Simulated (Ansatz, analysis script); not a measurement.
**Constrained moments in NiO**

Wanted: the stiffness of the order of NiO against turning one moment and its images, from self-consistent constrained states.

Calculated with Ansatz 0.2.0; LDA with U = 6 eV on Ni d (ortho-atomic projectors), PAW set soft_1 (files made for PBE).

### Step 1. Starting point

It takes space group Fm-3m (No. 225, cubic). The conventional cell has a = 4.172 Å, b = 4.172 Å, c = 4.172 Å, α = 90.00°, β = 90.00°, γ = 90.00°. Nearest to Ni lie 6 O at 2.09 Å. O has 6 Ni at 2.09 Å nearest. Farther neighbours and most contacts between anions are not listed.

The cell of this run holds 4 atoms, 2 of them with a starting moment; values «a cell» refer to the cell of the run in question.

### Step 2. Collinear start 1: antiferro q=(0,1/2,1/2) +-

The order that a run ends on hangs on its start, so several orders are typed and the lowest is carried on. The program's own search can turn an unstable start over.

The input, input.yaml:

```yaml
crystal:
  lattice:
    - [0.0, 2.0859016414, 2.0859016414]
    - [4.1718032828, 0.0, 4.1718032828]
    - [4.1718032828, 2.0859016414, 2.0859016414]
  atoms:
    - { symbol: Ni, position: [0.0, 0.0, 0.0], spin: 2.0 }
    - { symbol: Ni, position: [0.0, 0.5, 0.0], spin: -2.0 }
    - { symbol: O, position: [0.5, 0.0, 0.5] }
    - { symbol: O, position: [0.5, 0.5, 0.5] }
magnetization:
  spin_polarized: true
kpoints:
  mp_grid: { grid: [8, 8, 8] }
hamiltonian:
  xc: lda
  hubbard:
    projectors: ortho-atomic
    sites: [{ species: Ni, l: d, u_eff: 6.0 }]
  pseudopotentials: { kind: paw, azcp: { folder: soft_1 }, xc_functional: pbe }
scf:
  occupations: { method: fermi_dirac, width: 0.05 }
  max_iter: 120
  convergence: { dr2_threshold: 1.0e-08 }
output:
  write_density: true
  write_potential: true
  elf: true
  volumetric_format: npy
```

Started as:

```sh
$ ansatz run input.yaml --threads 4 --pin off --max-ram 8192MiB --backend cpu --events-out ev --progress --plain --runs-dir out
```

Numbers of over 12 decimals in the logs are rounded to 6 here.

Log:

```text
basis.fft_grid_basis auto: the FFT boxes are laid along the combinations [[1, 0, 0], [-1, 1, 0], [0, -1, 1]] of the cell's own vectors, 2.950, 5.109 and 2.950 Å long. The dense box has 20×36×20 points. Along the cell's own vectors, as sized, it would have 20×40×36, 2.00 times as many. basis.fft_grid_basis: typed keeps the cell's own vectors: state it where this run's energies or levels are differenced outside the eng [...]
Engine: ansatz 0.2.0, aarch64-unknown-linux-gnu
Pseudopotentials: kind: paw
Pseudopotential: Ni, paw, valence charge 18, recommended cutoff 420 eV (normal), soft_1/Ni.paw.azcp
Pseudopotential: O, paw, valence charge 6, recommended cutoff 420 eV (normal), soft_1/O.paw.azcp
Functional definition: SPW92
  exchange = slater_x
  correlation = pw_c
Crystal: 4 atoms, lattice volume = 36.303 Å³
Basis set: ecut = 420 eV, 681 PW (Γ), FFT grids on a1, −a1+a2, −a2+a3
Bands: 32, of which v1, the nominal top of the filled ones, is band 24 counted from 1 (23 counted from 0)
Symmetry: 16 space group operations
Space group: P4/mmm (ITA 123), of the structure as read, at distance tolerance 3.3e-5 Å
Magnetic group: BNS 123.350 (UNI 1010), of the structure as read, at distance tolerance 3.3e-5 Å
k-points: 75 of 512
Non-local potential: Ni, projectors of the file, l = 0: 3, l = 1: 2, l = 2: 3, l = 3: 1
Non-local potential: O, projectors of the file, l = 0: 2, l = 1: 2, l = 2: 1
PAW form: soft (Blöchl's): semilocal exchange-correlation on the pseudo side does not see the compensation charge
PAW frozen core: Ni, regenerated for the run's functional, and the local potential with it (the file was generated under x = pbe(κ = 0.804, μ = 0.219515), c = pbe(β = 0.066725))
PAW frozen core: O, regenerated for the run's functional, and the local potential with it (the file was generated under x = pbe(κ = 0.804, μ = 0.219515), c = pbe(β = 0.066725))
PAW one-centre angular grid: Ni, 590 points (default); XC on 64 Gauss nodes
PAW one-centre angular grid: O, 110 points (default); XC on 64 Gauss nodes
Initial density: superposition of atomic densities (chi_scale 0.1, normalization cell, long waves kept (reshape's long-wave potential 0.00 eV rms))
Starting moments: Σ|m| = 4 μB on 2 of 4 sites
Starting magnetic order: antiferromagnet; a translation exchanges its spin sublattices: spin-degenerate at every k-point
Initial wavefunctions: pseudopotential atomic-orbital guess
Functional: x = slater, c = lda
SCF iter   1: F=—  HF=-12654.957251 eV  |F-HF|=—  |Δ(HF+E_count)|=         —  Δρ=2.98e-1 (↑2.98e-1 ↓2.98e-1)  dr2=6.55e1  dr2_m=1.05e1  M=0.000 μB ∫|m|=0.785 μB  β_m=0.30  ethr=3.10e-3  ⟨swp⟩=4.7  Hψ=8431  notcnv=0  defer=13
preconditioner: auto → Kerker (q_TF=auto, 2.858 Å⁻¹)  [metal: Δε(μ)=0.038 eV  Ē_g=14.836 eV  σ=0.050 eV  W_gap=0.18  n_scr=14 (ndim 8)  ℏωp=34.9 eV  f_vac=0.000  D(μ)=2.89/eV (n_scr^D=36)]
spin=Collinear: Kerker preconditioning applied to the charge; magnetization (m = ρ↑ − ρ↓) channel mixes plain (no charge-response kernel on spin).
SCF iter   2: F=—  HF=-12647.925395 eV  |F-HF|=—  |Δ(HF+E_count)|=    7.03e0  Δρ=5.84e-2 (↑5.84e-2 ↓5.84e-2)  dr2=9.08e-1  dr2_m=2.62e-1  M=0.000 μB ∫|m|=2.726 μB  β_m=0.30  ethr=3.10e-3  ⟨swp⟩=3.7  Hψ=6262  notcnv=0  defer=138
SCF iter   3: F=—  HF=-12648.714234 eV  |F-HF|=—  |Δ(HF+E_count)|=   7.89e-1  Δρ=4.20e-2 (↑4.20e-2 ↓4.20e-2)  dr2=4.62e-1  dr2_m=2.00e-1  M=0.000 μB ∫|m|=3.018 μB  β_m=1.00  ethr=1.89e-3  ⟨swp⟩=3.1  Hψ=4865  notcnv=0  defer=140
SCF iter   4: F=—  HF=-12649.618962 eV  |F-HF|=—  |Δ(HF+E_count)|=   9.05e-1  Δρ=1.86e-2 (↑1.86e-2 ↓1.86e-2)  dr2=6.13e-2  dr2_m=8.82e-2  M=0.000 μB ∫|m|=3.321 μB  β_m=1.00  ethr=9.62e-4  ⟨swp⟩=2.9  Hψ=5199  notcnv=0  defer=143
SCF iter   5: F=—  HF=-12650.263661 eV  |F-HF|=—  |Δ(HF+E_count)|=   6.45e-1  Δρ=2.86e-2 (↑2.86e-2 ↓2.86e-2)  dr2=4.01e-1  dr2_m=1.57e-1  M=0.000 μB ∫|m|=3.664 μB  β_m=1.00  ethr=1.28e-4  ⟨swp⟩=2.9  Hψ=4914  notcnv=0  defer=151
SCF iter   6: F=—  HF=-12650.655390 eV  |F-HF|=—  |Δ(HF+E_count)|=   3.92e-1  Δρ=8.14e-3 (↑8.14e-3 ↓8.14e-3)  dr2=4.48e-2  dr2_m=6.14e-4  M=0.000 μB ∫|m|=3.653 μB  β_m=0.30  ethr=1.28e-4  ⟨swp⟩=2.8  Hψ=5161  notcnv=0  defer=152
SCF iter   7: F=—  HF=-12650.946879 eV  |F-HF|=—  |Δ(HF+E_count)|=   2.91e-1  Δρ=8.23e-3 (↑8.23e-3 ↓8.23e-3)  dr2=4.72e-2  dr2_m=1.60e-3  M=0.000 μB ∫|m|=3.685 μB  β_m=1.00  ethr=9.34e-5  ⟨swp⟩=2.0  Hψ=4785  notcnv=0  defer=166
SCF iter   8: F=—  HF=-12651.110807 eV  |F-HF|=—  |Δ(HF+E_count)|=   1.64e-1  Δρ=5.76e-3 (↑5.76e-3 ↓5.76e-3)  dr2=1.79e-2  dr2_m=3.68e-3  M=0.000 μB ∫|m|=3.709 μB  β_m=1.00  ethr=9.34e-5  ⟨swp⟩=2.0  Hψ=2920  notcnv=0  defer=168
SCF iter   9: F=—  HF=-12651.211641 eV  |F-HF|=—  |Δ(HF+E_count)|=   1.01e-1  Δρ=6.54e-3 (↑6.54e-3 ↓6.54e-3)  dr2=3.37e-2  dr2_m=5.58e-3  M=0.000 μB ∫|m|=3.742 μB  β_m=1.00  ethr=3.72e-5  ⟨swp⟩=2.0  Hψ=3653  notcnv=0  defer=168
SCF iter  10: F=—  HF=-12651.270053 eV  |F-HF|=—  |Δ(HF+E_count)|=   5.84e-2  Δρ=4.72e-3 (↑4.72e-3 ↓4.72e-3)  dr2=2.59e-2  dr2_m=5.77e-4  M=0.000 μB ∫|m|=3.750 μB  β_m=1.00  ethr=3.72e-5  ⟨swp⟩=1.8  Hψ=2839  notcnv=0  defer=168
[...]
Mixer restart at iter 15: flushing history
spin-set hold released at iteration 15 (site moments' squared step at or under half its running peak, from the soft ceiling on): the magnetisation degrees of freedom join the quasi-Newton model from the next iteration; the mixer history was flushed
SCF iter  16: F=—  HF=-12651.344700 eV  |F-HF|=—  |Δ(HF+E_count)|=   1.94e-3  Δρ=4.89e-4 (↑4.89e-4 ↓4.89e-4)  dr2=4.71e-5  dr2_m=6.44e-5  M=0.000 μB ∫|m|=3.763 μB  β_m=0.65  ethr=1.57e-7  ⟨swp⟩=2.0  Hψ=4181  notcnv=0  defer=169
SCF iter  17: F=—  HF=-12651.347587 eV  |F-HF|=—  |Δ(HF+E_count)|=   2.89e-3  Δρ=6.19e-4 (↑6.19e-4 ↓6.19e-4)  dr2=2.07e-5  dr2_m=1.20e-4  M=0.000 μB ∫|m|=3.767 μB  β_m=0.82  ethr=9.81e-8  ⟨swp⟩=2.1  Hψ=4039  notcnv=0  defer=169
SCF iter  18: F=—  HF=-12651.348113 eV  |F-HF|=—  |Δ(HF+E_count)|=   5.26e-4  Δρ=5.39e-4 (↑5.39e-4 ↓5.39e-4)  dr2=2.33e-4  dr2_m=1.38e-5  M=0.000 μB ∫|m|=3.770 μB  β_m=0.77  ethr=4.30e-8  ⟨swp⟩=2.5  Hψ=4321  notcnv=0  defer=169
SCF iter  19: F=—  HF=-12651.348036 eV  |F-HF|=—  |Δ(HF+E_count)|=   7.66e-5  Δρ=9.16e-5 (↑9.16e-5 ↓9.16e-5)  dr2=5.09e-6  dr2_m=6.42e-7  M=0.000 μB ∫|m|=3.769 μB  β_m=0.78  ethr=4.30e-8  ⟨swp⟩=2.3  Hψ=4107  notcnv=0  defer=169
SCF iter  20: F=—  HF=-12651.348036 eV  |F-HF|=—  |Δ(HF+E_count)|=   3.33e-7  Δρ=4.42e-5 (↑4.42e-5 ↓4.42e-5)  dr2=8.66e-7  dr2_m=6.73e-8  M=0.000 μB ∫|m|=3.769 μB  β_m=0.89  ethr=1.06e-8  ⟨swp⟩=2.0  Hψ=3326  notcnv=0  defer=169
SCF iter  21: F=—  HF=-12651.348036 eV  |F-HF|=—  |Δ(HF+E_count)|=   3.40e-7  Δρ=7.76e-6 (↑7.76e-6 ↓7.76e-6)  dr2=3.06e-8  dr2_m=2.31e-9  M=0.000 μB ∫|m|=3.769 μB  β_m=0.89  ethr=1.80e-9  ⟨swp⟩=2.1  Hψ=3713  notcnv=0  defer=169
SCF iter  22: F=-12651.348036 eV  HF=-12651.348036 eV  |F-HF|=6.15e-10  |Δ(HF+E_count)|=   7.31e-9  Δρ=1.51e-6 (↑1.51e-6 ↓1.51e-6)  dr2=2.23e-9  dr2_m=1.55e-10  M=0.000 μB ∫|m|=3.769 μB  ethr=2.08e-11  ⟨swp⟩=6.2  Hψ=9352  notcnv=0
SCF 1 converged in 22 iterations: F = -12651.348036 eV  dr2 = 2.23e-9
  greatest PAW one-centre occupation: 1.002 electrons in one spin orbital (limit 2), on the Ni atom at site 1 (counted from 0), in its partial waves of l = 1
Symmetry: 4 space group operations
k-points: 170 of 512
Initial density: read from a saved state, or passed on in memory by an earlier SCF of this step, an earlier step, the calling program or the single point that the run made first
Starting moments: Σ|m| = 4 μB on 2 of 4 sites; this step starts from the density that it was given
Initial wavefunctions: those read from a saved state, or passed on in memory by an earlier step or the calling program
the translation (0, 0.5, 0) carries every atom to within crystal.symmetry.tolerance of an atom of its element with the starting moment reversed, but both spin channels are solved: the run starts from a saved state that isn't shown to keep it, or this solve from the single point that its walk made first
iter 1 solved again at ethr=4.61e-12 eV; its pass at ethr=2.08e-6 eV (dr2=2.21e-9 eV) is discarded
SCF iter   1: F=—  HF=-12651.348036 eV  |F-HF|=—  |Δ(HF+E_count)|=         —  Δρ=1.50e-6 (↑1.50e-6 ↓1.50e-6)  dr2=2.21e-9  dr2_m=1.55e-10  M=0.000 μB ∫|m|=3.769 μB  ethr=4.61e-12  ⟨swp⟩=1.0  Hψ=48896  notcnv=0
preconditioner: auto → none  [insulator: Δε(μ)=1.318 eV  Ē_g=14.654 eV  σ=0.050 eV  W_gap=1.00  n_scr=14 (ndim 8)  ℏωp=34.9 eV  f_vac=0.000  D(μ)=0.00/eV (n_scr^D=0)  ε∞_Penn≈6.7]
SCF converged after 22 iterations
Magnetization: 0.0000 μB (24.0000 up, 24.0000 down)
Absolute magnetization: 3.7737 μB (∫|ρ↑−ρ↓|, with the PAW one-centre terms)
Spin contamination: 2.0015 ħ² per cell (⟨S²⟩ above its minimum at these occupations)
Per-site moments (μB) at R_I (Å): [(1.689761, 0.860434), (-1.689761, 0.860434), (-0.084727, 0.860434), (0.084727, 0.860434)]
Free energy (F): -12651.348036 eV
Harris-Foulkes:  -12651.348036 eV  (|F-HF|=6.15e-10)
Internal energy: -12651.348036 eV  (E = F + TS)
E sigma→0 (E₀):  -12651.348036 eV
Entropy (-TS):   -0.000000 eV (-0.000 meV/atom)
Fermi energy:    14.154007 eV
--- Per-component energies (eV) ---
  E_band       = -727.128425
  E_kinetic    = 997.590069
  E_local      = -6561.873156  (includes V_loc(G=0)·N_el)
  E_nonlocal   = -105.418529
  E_hartree    = 3366.089524
  E_xc         = -360.004244
  E_vxc        = -465.308591  (∫ρ·V_xc dr)
  E_hubbard    = 1.815834  (on-site DFT+U / exact-exchange correction)
  E_vhub       = -46.301105  (the Hubbard potential's part of the band-sum identity)
  E_paw        = -3481.015349  (= ΣΔE_a)
  E_vpaw       = -1278.003883  (= ΣTr[D̂ρ^β])
  E_aug_tail   = 0.003549  (compensation charges beyond the density's cutoff)
  E_ewald      = -6509.597820
  E_core_change = 1.062085  (= ΣΔE_core)
  E_smearing   = -0.000000  (= −TS)
  E_closure    = 0.000000  (closes the sum)
  Σ components = -12651.348036   (vs F -12651.348036, Δ=0.00e0)
--- Band table (eV; the first three rows and the last of 150) ---
  k-point 0 ↑: bands = [... 20 lower, 10.1518, 11.5850, 11.5956, 11.5956, 14.8257, 15.0895, 15.6931, 19.9596, ... 4 higher]
  k-point 1 ↑: bands = [... 20 lower, 10.5199, 10.8830, 11.6755, 11.7124, 15.1802, 15.3498, 16.7547, 20.5805, ... 4 higher]
  k-point 2 ↑: bands = [... 20 lower, 10.5569, 10.6015, 12.2164, 12.3443, 15.9584, 15.9674, 18.4548, 21.5209, ... 4 higher]
  k-point 74 ↓: bands = [... 20 lower, 9.9961, 10.4989, 10.4989, 11.2898, 15.3633, 15.9161, 22.2321, 22.7233, ... 4 higher]
Occupation matrices written to <dir>
```

Run time: 9.5 s. Hardware: 4 threads of Arm Neoverse V1, shared host; peak memory 0.9 GiB.

It ends antiferromagnetic, with 1.69 μB on the largest site.

### Step 3. Collinear start 2: antiferro q=(0,0,1/2) +-

A self-consistent run from these starting moments shows which magnetic state they lead to.

This run holds the same structure in another cell (b 5.900 → 2.950 Å, c 5.109 → 5.900 Å, α 30.0 → 60.0°, β 54.7 → 60.0°).

input.yaml, the sections that differ from step 2:

```yaml
crystal:
  lattice:
    - [0.0, 2.0859016414, 2.0859016414]
    - [2.0859016414, 0.0, 2.0859016414]
    - [4.1718032828, 4.1718032828, 0.0]
  atoms:
    - { symbol: Ni, position: [0.0, 0.0, 0.0], spin: 2.0 }
    - { symbol: Ni, position: [0.0, 0.0, 0.5], spin: -2.0 }
    - { symbol: O, position: [0.5, 0.5, 0.25] }
    - { symbol: O, position: [0.5, 0.5, 0.75] }
kpoints:
  mp_grid: { grid: [8, 8, 4] }
# magnetization, hamiltonian, scf: as in step 2
# output: removed
```

Log:

```text
[...]
Crystal: 4 atoms, lattice volume = 36.303 Å³
Basis set: ecut = 420 eV, 683 PW (Γ)
Bands: 32, of which v1, the nominal top of the filled ones, is band 24 counted from 1 (23 counted from 0)
Symmetry: 12 space group operations
[...]
k-points: 35 of 256
[...]
Starting moments: Σ|m| = 4 μB on 2 of 4 sites
[...]
Absolute magnetization: 3.4550 μB (∫|ρ↑−ρ↓|, with the PAW one-centre terms)
[...]
Per-site moments (μB) at R_I (Å): [(1.600092, 0.860434), (-1.600092, 0.860434), (-5.623794485139513e-19, 0.860434), (2.0648056650483794e-17, 0.860434)]
Free energy (F): -12651.663404 eV
[...]
Internal energy: -12651.663404 eV  (E = F + TS)
E sigma→0 (E₀):  -12651.663404 eV
Fermi energy:    13.920036 eV
[...]
Occupation matrices written to <dir>
[key lines of the parts left out:]
SCF converged after 18 iterations
Magnetization: 0.0000 μB (24.0000 up, 24.0000 down)
```

Run time: 3.8 s. Hardware: 4 threads; peak memory 0.58 GiB; 12 s of CPU time.

It ends antiferromagnetic, with 1.60 μB on the largest site.

### Step 4. The collinear states

```csv
typed order,atoms,final state,energy (meV/atom),largest moment (μB)
"antiferro q=(0,1/2,1/2) +-",4,antiferromagnetic,78.84,1.69
"antiferro q=(0,0,1/2) +-",4,antiferromagnetic,0.00,1.60
```

The session goes on from the lowest state with moments found, typed antiferro q=(0,0,1/2) +-.

Spin moment in the atom's sphere by atom:

```csv
atom,spin moment in the atom's sphere (μB)
Ni1,1.60
Ni2,-1.60
O3,0.00
O4,0.00
```

Tables count atoms from 1; parts of the log count from 0.

(Continued in part 2 of 2.)

[Logs and program files are shortened in this print: banners, set-up blocks, solver, clock and traceback lines can be left out without a mark of their own.]

[Logs are printed without paths, hosts, clocks, repeated set-up lines and the standing remarks that a program may print on its own settings, such as how far it seeks lower states.]

[Hosts, paths, dates, database ids (printed as entryN), source tags and the programs' standing remarks are cut or masked in the printed files.]
